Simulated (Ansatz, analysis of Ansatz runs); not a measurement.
## Y4S3N2 (C2/m), V_S hop (3.8 Å): attempt frequency at charge 0

Aim: the prefactor of a hop in Y4S3N2 (C2/m) (V_S hop (3.8 Å), charge 0) from the modes of the moving atom at the start and at the top of a path found beforehand. Model: a cell of 54 host atoms with 1 S taken out.

Main program and level: Ansatz 0.2.0; plane-wave PAW DFT, PBEsol; finite-difference force constants of the moving atom alone.

## (1) The starting structure

The cell holds 53 atoms: 24 Y, 17 S and 12 N. Its edges and angles: a = 12.778 Å, b = 11.374 Å, c = 9.763 Å, α = 90.0°, β = 128.5°, γ = 90.0°. It derives from Y4S3N2 (space group C2/m). Nearest the centre at fractional (0.500, 0.667, 0.000): S45 at 1.89 Å, Y43 at 2.02 Å, Y40 at 2.02 Å, N51 at 2.74 Å, N52 at 2.74 Å, S46 at 3.29 Å, S49 at 3.30 Å, Y22 at 3.40 Å.

Coordinates:

```xyz
53
Lattice="12.7781 0.0000 -0.0248 0.0000 11.3745 0.0000 -6.0606 0.0000 7.6537" Properties=species:S:1:pos:R:3 pbc="T T T"
Y    -0.6112    1.9001    4.9696
Y     5.7678   -0.0020    4.9382
Y     0.9515    0.0035    2.6872
Y     7.3289    1.8976    2.6570
Y     4.6939    0.0009    1.0814
Y    11.0858    1.8982    1.0786
Y    -4.3690    1.8997    6.5448
Y     2.0249    0.0007    6.5436
S     0.0009    0.0003   -0.0017
S     6.3919    1.9018   -0.0160
S    -2.5332    0.0005    5.9720
S     3.8499    1.9053    5.9645
S     2.8683    1.9039    1.6616
S     9.2520    0.0012    1.6529
N    -0.3358    1.9006    2.7557
N     6.0484    0.0020    2.7328
N     0.6702   -0.0008    4.8922
N     7.0524    1.9027    4.8701
Y    -0.6170    5.6880    4.9798
Y     5.7693    3.7979    4.9249
Y     0.9487    3.7937    2.7003
Y     7.3354    5.6868    2.6450
Y     4.6858    3.7997    1.0644
Y    11.0934    5.6864    1.0853
Y    -4.3740    5.6890    6.5398
Y     2.0364    3.8019    6.5587
S     0.0013    3.7941   -0.0010
S    -2.5272    3.8013    5.9927
S     3.8694    5.6894    5.9788
S     2.8489    5.6863    1.6451
S     9.2421    3.8028    1.6193
N    -0.3439    5.6883    2.7738
N     6.0517    3.8073    2.7045
N     0.6655    3.8074    4.9196
N     7.0630    5.6877    4.8510
Y    -0.6103    9.4795    4.9682
Y     5.7705    7.5815    4.9245
Y     0.9495    7.5780    2.7008
Y     7.3298    9.4758    2.6552
Y     4.6824    7.5739    1.0655
Y    11.0877    9.4757    1.0808
Y    -4.3670    9.4772    6.5464
Y     2.0321    7.5756    6.5608
S    -0.0002    7.5815   -0.0029
S     6.3874    9.4746   -0.0127
S    -2.5232    7.5734    6.0069
S     3.8502    9.4717    5.9639
S     2.8692    9.4700    1.6605
S     9.2464    7.5750    1.6340
N    -0.3336    9.4729    2.7549
N     6.0530    7.5688    2.7051
N     0.6663    7.5687    4.9212
N     7.0549    9.4750    4.8692
```

The cell's shortest repeat is 9.8 Å.

## (2) Vibrations of the moving atom at the start point

Harmonic transition-state theory takes the prefactor from the modes at the minimum and at the top. Only the moving atom is displaced, by 0.02 Å, which takes six displaced runs and a reference; the host's atoms are held.

The input, q0.start.modes/input.yaml:

```yaml
crystal:
  lattice:
    - [12.77813411, 0.0, -0.02476517]
    - [0.0, 11.37446657, 0.0]
    - [-6.06062451, 0.0, 7.65368011]
  atoms:
    - { symbol: "Y", position: [0.26053171, 0.16704724, 0.65015438] }
    - { symbol: "Y", position: [0.7585598, -0.00017308, 0.64765466] }
    - { symbol: "Y", position: [0.24135332, 0.00030729, 0.35187392] }
    - { symbol: "Y", position: [0.73934307, 0.16683094, 0.34954871] }
    - { symbol: "Y", position: [0.43501989, 7.993e-05, 0.14269885] }
    - { symbol: "Y", position: [0.93583561, 0.16688194, 0.14395536] }
    - { symbol: "Y", position: [0.06377031, 0.16701599, 0.85532992] }
    - { symbol: "Y", position: [0.56484188, 6.304e-05, 0.85679305] }
    - { symbol: S, position: [-3.536e-05, 2.673e-05, -0.0002265] }
    - { symbol: S, position: [0.4999978, 0.16719487, -0.00047746] }
    - { symbol: S, position: [0.17210201, 4.4e-05, 0.78083172] }
    - { symbol: S, position: [0.67194072, 0.16750311, 0.7814772] }
    - { symbol: S, position: [0.32794192, 0.16738482, 0.21816058] }
    - { symbol: S, position: [0.82775202, 0.00010819, 0.21864362] }
    - { symbol: "N", position: [0.14471343, 0.16709411, 0.36052302] }
    - { symbol: "N", position: [0.64368275, 0.00017819, 0.35914139] }
    - { symbol: "N", position: [0.35616545, -6.966e-05, 0.64035141] }
    - { symbol: "N", position: [0.85502383, 0.16727486, 0.63907388] }
    - { symbol: "Y", position: [0.26070925, 0.50006478, 0.65147979] }
    - { symbol: "Y", position: [0.75785133, 0.33390018, 0.64591754] }
    - { symbol: "Y", position: [0.24195347, 0.33353073, 0.35359876] }
    - { symbol: "Y", position: [0.73910393, 0.49996388, 0.34797683] }
    - { symbol: "Y", position: [0.43333052, 0.33405495, 0.14046711] }
    - { symbol: "Y", position: [0.93685405, 0.49992881, 0.14483792] }
    - { symbol: "Y", position: [0.06306475, 0.50015406, 0.85466702] }
    - { symbol: "Y", position: [0.56667834, 0.3342477, 0.85876855] }
    - { symbol: S, position: [4.313e-05, 0.33356029, -0.00013015] }
    - { symbol: S, position: [0.17385208, 0.3341953, 0.78354184] }
    - { symbol: S, position: [0.67435274, 0.50019125, 0.78334902] }
    - { symbol: S, position: [0.32539842, 0.49992029, 0.21600117] }
    - { symbol: S, position: [0.82488366, 0.33433184, 0.2142385] }
    - { symbol: "N", position: [0.14519653, 0.50009519, 0.36288178] }
    - { symbol: "N", position: [0.64217778, 0.33472656, 0.35543584] }
    - { symbol: "N", position: [0.3574983, 0.3347342, 0.64393719] }
    - { symbol: "N", position: [0.85466906, 0.5000398, 0.63657686] }
    - { symbol: "Y", position: [0.26051488, 0.83340536, 0.64996462] }
    - { symbol: "Y", position: [0.7579237, 0.66653825, 0.64586358] }
    - { symbol: "Y", position: [0.24204334, 0.66622803, 0.35365452] }
    - { symbol: "Y", position: [0.73929375, 0.83307931, 0.34930651] }
    - { symbol: "Y", position: [0.43313489, 0.6658685, 0.14061429] }
    - { symbol: "Y", position: [0.93612234, 0.83306941, 0.14424321] }
    - { symbol: "Y", position: [0.06402711, 0.83320051, 0.85554031] }
    - { symbol: "Y", position: [0.56646776, 0.66601848, 0.85904509] }
    - { symbol: S, position: [-0.00019548, 0.66653405, -0.00037919] }
    - { symbol: S, position: [0.49984636, 0.83296986, -4.237e-05] }
    - { symbol: S, position: [0.17505028, 0.66582865, 0.78540305] }
    - { symbol: S, position: [0.67192712, 0.83272035, 0.78139792] }
    - { symbol: S, position: [0.32793827, 0.83256744, 0.21801177] }
    - { symbol: S, position: [0.82614067, 0.66596114, 0.216168] }
    - { symbol: "N", position: [0.14483722, 0.83282105, 0.3604126] }
    - { symbol: "N", position: [0.64232051, 0.66541607, 0.35551006] }
    - { symbol: "N", position: [0.35765505, 0.66541436, 0.64413579] }
    - { symbol: "N", position: [0.85515833, 0.83300853, 0.63895576] }
  symmetry: { detect: false }
basis:
  ecutwfc: 420
  xc_grid: 2
hamiltonian:
  xc: pbesol
kpoints:
  mp_grid: { grid: [1, 1, 1], shift: [0.25, 0.25, 0.25] }
scf:
  occupations: { method: fixed }
  max_iter: 100
phonons:
  supercell: [1, 1, 1]
  displaced_sites: [44]
  amplitude: 0.02
```

On the command line:

```bash
$ ansatz run input.yaml --threads 32 --pin off --max-ram 84787MiB --backend cuda --events-out ev --progress --plain --runs-dir out --max-vram 78GiB
```

Numbers of over 12 decimals in the logs are rounded to 6 here.

Log:

```text
[... repeated set-up lines and file paths are left out, and long positions are rounded to six places ...]
Engine: ansatz 0.2.0, aarch64-unknown-linux-gnu
Pseudopotentials: kind: paw
Pseudopotential: Y, paw, valence charge 11, recommended cutoff 420 eV (normal), Y.paw.azcp
Pseudopotential: S, paw, valence charge 6, recommended cutoff 420 eV (normal), S.paw.azcp
Pseudopotential: N, paw, valence charge 5, recommended cutoff 420 eV (normal), N.paw.azcp
Functional definition: PBEsol
  exchange = pbesol_x
  correlation = pbesol_c
[...]
Crystal: 53 atoms, lattice volume = 1110.713 Å³
Basis set: ecut = 420 eV, 21699 PW (Γ), exchange–correlation on 180×160×144 points (8 copies of the dense FFT grid, shifted against one another)
Bands: 266, of which v1, the nominal top of the filled ones, is band 213 counted from 1 (212 counted from 0)
Symmetry: 1 space group operations
k-points: 1
Non-local potential: Y, projectors of the file, l = 0: 3, l = 1: 2, l = 2: 2, l = 3: 1
Non-local potential: S, projectors of the file, l = 0: 2, l = 1: 2, l = 2: 2
Non-local potential: N, projectors of the file, l = 0: 2, l = 1: 2, l = 2: 1
PAW form: soft (Blöchl's): semilocal exchange-correlation on the pseudo side does not see the compensation charge
PAW frozen core: Y, regenerated for the run's functional, and the local potential with it (the file was generated under x = pbe(κ = 0.804, μ = 0.219515), c = pbe(β = 0.066725))
PAW frozen core: S, regenerated for the run's functional, and the local potential with it (the file was generated under x = pbe(κ = 0.804, μ = 0.219515), c = pbe(β = 0.066725))
PAW frozen core: N, regenerated for the run's functional, and the local potential with it (the file was generated under x = pbe(κ = 0.804, μ = 0.219515), c = pbe(β = 0.066725))
PAW one-centre angular grid: Y, 590 points (default); XC on 64 Gauss nodes
PAW one-centre angular grid: S, 110 points (default); XC on 64 Gauss nodes
PAW one-centre angular grid: N, 110 points (default); XC on 64 Gauss nodes
Initial density: superposition of atomic densities (neutral atoms: chi_scale 0, normalization atom), corrected by the library's trained network
Initial wavefunctions: pseudopotential atomic-orbital guess
[...]
Functional: x = pbesol(κ = 0.804, μ = 0.123457), c = pbesol(β = 0.046)
SCF iter   1: F=—  HF=-110771.904163 eV  |F-HF|=—  |Δ(HF+E_count)|=         —  Δρ=7.69e-3  dr2=1.15e0  ethr=1.77e-3  ⟨swp⟩=5.0  Hψ=889  notcnv=0  defer=50
preconditioner: auto → Resta (q_TF=auto, 2.326 Å⁻¹)  ε∞=5.4  [insulator: Δε(μ)=0.823 eV  Ē_g=8.130 eV  n_scr=240 (ndim 8)  ℏωp=17.0 eV  f_vac=0.034  ε∞_Penn≈5.4]
SCF iter   2: F=—  HF=-110771.683452 eV  |F-HF|=—  |Δ(HF+E_count)|=   2.21e-1  Δρ=2.97e-3  dr2=2.16e-1  ethr=2.71e-4  ⟨swp⟩=2.0  Hψ=408  notcnv=0  defer=51
[...]
SCF iter  12: F=-110771.631291 eV  HF=-110771.631291 eV  |F-HF|=2.18e-10  |Δ(HF+E_count)|=   2.24e-9  Δρ=1.70e-7  dr2=5.09e-10  ethr=1.00e-12  ⟨swp⟩=17.0  Hψ=1519  notcnv=0
SCF 1 converged in 12 iterations: F = -110771.631291 eV  dr2 = 5.09e-10
  greatest PAW one-centre occupation: 0.993 electrons in one spin orbital (limit 2), on the Y atom at site 21 (counted from 0), in its partial waves of l = 0
[...]
iter 1 solved again at ethr=8.37e-8 eV; its pass at ethr=3.10e-3 eV (dr2=3.56e-4 eV) is discarded
SCF iter   1: F=—  HF=-110771.629798 eV  |F-HF|=—  |Δ(HF+E_count)|=         —  Δρ=1.45e-4  dr2=5.68e-4  ethr=8.37e-8  ⟨swp⟩=3.0  Hψ=922  notcnv=0  defer=51
SCF iter   2: F=—  HF=-110771.629695 eV  |F-HF|=—  |Δ(HF+E_count)|=   1.03e-4  Δρ=8.24e-5  dr2=1.38e-4  ethr=8.37e-8  ⟨swp⟩=2.0  Hψ=333  notcnv=0  defer=49
[...]
SCF iter   9: F=-110771.629974 eV  HF=-110771.629974 eV  |F-HF|=4.37e-11  |Δ(HF+E_count)|=  1.46e-11  Δρ=4.43e-8  dr2=3.09e-11  ethr=1.00e-12  ⟨swp⟩=3.0  Hψ=778  notcnv=0
SCF 2 converged in 9 iterations: F = -110771.629974 eV  dr2 = 3.09e-11
[...]
iter 1 solved again at ethr=2.23e-10 eV; its pass at ethr=3.10e-3 eV (dr2=9.52e-7 eV) is discarded
[...]
SCF iter   6: F=-110771.629949 eV  HF=-110771.629949 eV  |F-HF|=1.46e-11  |Δ(HF+E_count)|=  7.28e-11  Δρ=2.67e-8  dr2=1.40e-11  ethr=1.00e-12  ⟨swp⟩=3.0  Hψ=690  notcnv=0
SCF 3 converged in 6 iterations: F = -110771.629949 eV  dr2 = 1.40e-11
[...]
SCF 4 converged in 9 iterations: F = -110771.629880 eV  dr2 = 4.18e-11
[...]
SCF 5 converged in 6 iterations: F = -110771.629714 eV  dr2 = 1.31e-11
[...]
SCF 6 converged in 9 iterations: F = -110771.629572 eV  dr2 = 2.57e-11
[...]
SCF 7 converged in 5 iterations: F = -110771.629565 eV  dr2 = 8.43e-11
SCF converged after 12 iterations
[...]
[... 6 atoms left out ...]
  atom  39  Y      0.00523602    -0.00506420     0.00177707
  atom  40  Y     -0.00284630    -0.00153846     0.00390396
  [... 2 atoms left out ...]
  atom  43  Y      0.00743043    -0.00069974     0.00434852
  [... 1 atom left out ...]
  atom  45  S      0.00061817     0.00421067     0.00018581
  atom  46  S      0.00190016     0.00015369    -0.00209971
  [... 2 atoms left out ...]
  atom  49  S     -0.00157334    -0.00260126    -0.00410226
  [... 1 atom left out ...]
  atom  51  N      0.00161212    -0.00092927    -0.00309174
  atom  52  N     -0.00112072     0.00228106    -0.00123932
  [... 1 atom left out ...]
  max |Σ_I F_I| component: 1.82e-6 eV/Å
--- Band table (eV) ---
  k-point 0: bands = ["-33.2456", "-33.2428", "-33.2318", "-33.2298", [... 49 left out ...] "-13.3357", "-13.3263", "-13.3246", "-13.3"]
--- Phonons: 6 displaced members + reference (amplitude 0.02 Å, Σ member SCF iterations 44) ---
  symmetry images taken by strict's conditions (phonons.symmetry_images: auto; settled by no image being taken that strict refuses)
  force constants formed among 1 of 53 sites (S 44); the other 52 at rest. The modes move the named sites alone.
  the frequencies, the zero-point energy and the sums are of the block with the acoustic sum rule laid on its rows. Row sums over every site: 7.2e-5 eV/Å² at the most
  transpose residual: 1.8e-3 eV/Å²
  largest component of a force at the reference: 4.2e-3 eV/Å on a named site, 1.0e-2 eV/Å on a site at rest
  frequencies among the named sites at Γ of the cell (cm⁻¹): 229.14 251.72 277.40
  unstable modes among the named sites: 0
  frequencies as built, with no sum rule (cm⁻¹): 229.14 251.72 277.40
  zero-point energy: 0.047006 eV/cell   skipped modes (ω ≤ 0): 0
  not written: the harmonic force-constant file, the file of eigenvectors (these modes' are written with the force constants), the density of states and the dispersion, which are of every site
```

The job ended after 3.9 s (1 × NVIDIA GB200 with 32 threads of Arm Neoverse V2, shared host; peak memory 1.8 GiB).

Read from the output:

| Quantity | Value |
| --- | --- |
| free energy | -110771.6313 eV |
| frequencies of moving atom | 229.1, 251.7, 277.4 cm⁻¹ (negative: imaginary) |

The three modes are 229, 252 and 277 cm⁻¹: all real, a minimum for this atom with the others held.

[end of part 1 of 2]

[Logs are printed without paths, hosts, clocks, repeated set-up lines and the standing remarks that a program may print on its own settings, such as how far it seeks lower states.]

[Hosts, paths, dates, database ids (printed as entryN), source tags and the programs' standing remarks are cut or masked in the printed files.]
